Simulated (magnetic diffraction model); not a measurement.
# Magnetic neutron pattern of MnCuSnO4

Space group Imma (no. 74), a = 5.9260 Å, b = 6.1540 Å, c = 8.7260 Å.

| site | atom | x | y | z |
| --- | --- | --- | --- | --- |
| 4a | Sn | 0 | 0 | 0 |
| 4e | Cu | 1/2 | 1/4 | 0.8710 |
| 4c | Mn | 1/4 | 1/4 | 1/4 |
| 8h | O | 1/2 | 0.9801 | 0.7559 |
| 8i | O | 0.7471 | 1/4 | 0.0108 |

This is a made-up structure (elements placed in a structure type, unrelaxed), so the numbers test the method and describe no known phase.

Only Cu and Mn are taken to order (form factors of Cu2+ and Mn2+); orders and moment sizes are assumed, and not adapted to the symmetry. Radiation: neutrons of λ = 1.909 Å, 1.5° to 60°; isotropic B of 0.15 Å² (Sn), 0.17 Å² (Cu), 0.17 Å² (Mn) and 0.23 Å² (O). Simulated constant-wavelength pattern: nuclear and magnetic terms add, the magnetic one as |2.695 fm × Σ f S⊥ exp(2πi Q·r) exp(−B s²)|², summed over all Q at one angle with the factor 1/(sin²θ cos θ). For a modulated order the moment at position r is S exp(−2πi k·r) + c.c., with S = m/2 for a sine wave of amplitude m and S = m(u + iv)/2 for moments turning in a plane, u and v being orthogonal unit vectors in it; the phase factor of the sum at Q = H + k is then exp(2πi H·r). Free-ion form factors, Sears's scattering lengths of 1992, no absorption; a label names one of the reflections at its angle. The strongest nuclear line in the range is 100, and lines under 0.2 are left out.

Assume the order k = (0 1/5 0), moments turning in the plane of [010] and [001], 0.79 μB on Cu and 3.83 μB on Mn; signs + at (1/2, 1/4, 0.8710), + at (1/2, 3/4, 0.1290), + at (1/4, 1/4, 1/4), − at (3/4, 1/4, 1/4).

Q: Where does magnetic intensity appear, and how strong is it?

```csv
2θ (°),index,nuclear,magnetic
3.56,(0 1/5 0),0.0,19.0
19.04,(0 4/5 1),0.0,0.6
21.88,(0 1 1),46.0,0.0
22.74,(1 1/5 1),0.0,61.0
23.46,(1 4/5 0),0.0,27.0
24.93,(0 6/5 1),0.0,0.3
25.27,(0 0 2),31.2,0.0
28.50,(1 6/5 0),0.0,14.6
34.76,(1 4/5 2),0.0,16.2
36.14,(0 2 0),0.6,0.0
36.46,(1 1 2),39.7,0.0
37.59,(2 0 0),51.1,0.0
37.77,(2 1/5 0),0.0,0.5
38.45,(1 6/5 2),0.0,11.6
39.80,(1 9/5 1),0.0,10.1
42.46,(2 4/5 1),0.0,0.3
42.88,(1 0 3),44.6,0.0
42.97,(1 2 1),66.0,0.0
43.05,(1 1/5 3),0.0,7.7
43.91,(2 1 1),0.7,0.0
44.62,(0 2 2),93.9,0.0
45.63,(2 6/5 1),0.0,0.3
45.84,(2 0 2),100.0,0.0
46.27,(1 11/5 1),0.0,6.0
51.89,(0 0 4),28.1,0.0
53.13,(2 2 0),54.8,0.0
54.77,(1 9/5 3),0.0,3.2
55.19,(1 14/5 0),0.0,1.5
57.11,(0 3 1),25.8,0.0
57.30,(1 2 3),1.1,0.0
57.70,(1 4/5 4),0.0,2.5
58.06,(2 1 3),48.4,0.0
59.52,(3 1/5 1),0.0,4.1
59.72,(2 2 2),33.3,0.0
59.85,(3 4/5 0),0.0,1.9
```

The strongest magnetic line in the range is (1 1/5 1) at 22.74° (61.0). On top of the Lorentz factor, which all lines share, magnetic lines fade with angle because f falls: for Cu2+ it is 0.93, 0.75, 0.55 and 0.23 at sin θ/λ = 0.1, 0.2, 0.3 and 0.5 Å⁻¹, while nuclear lengths stay constant. The order has no net moment.

[Logs are printed without paths, hosts, clocks, repeated set-up lines and the standing remarks that a program may print on its own settings, such as how far it seeks lower states.]
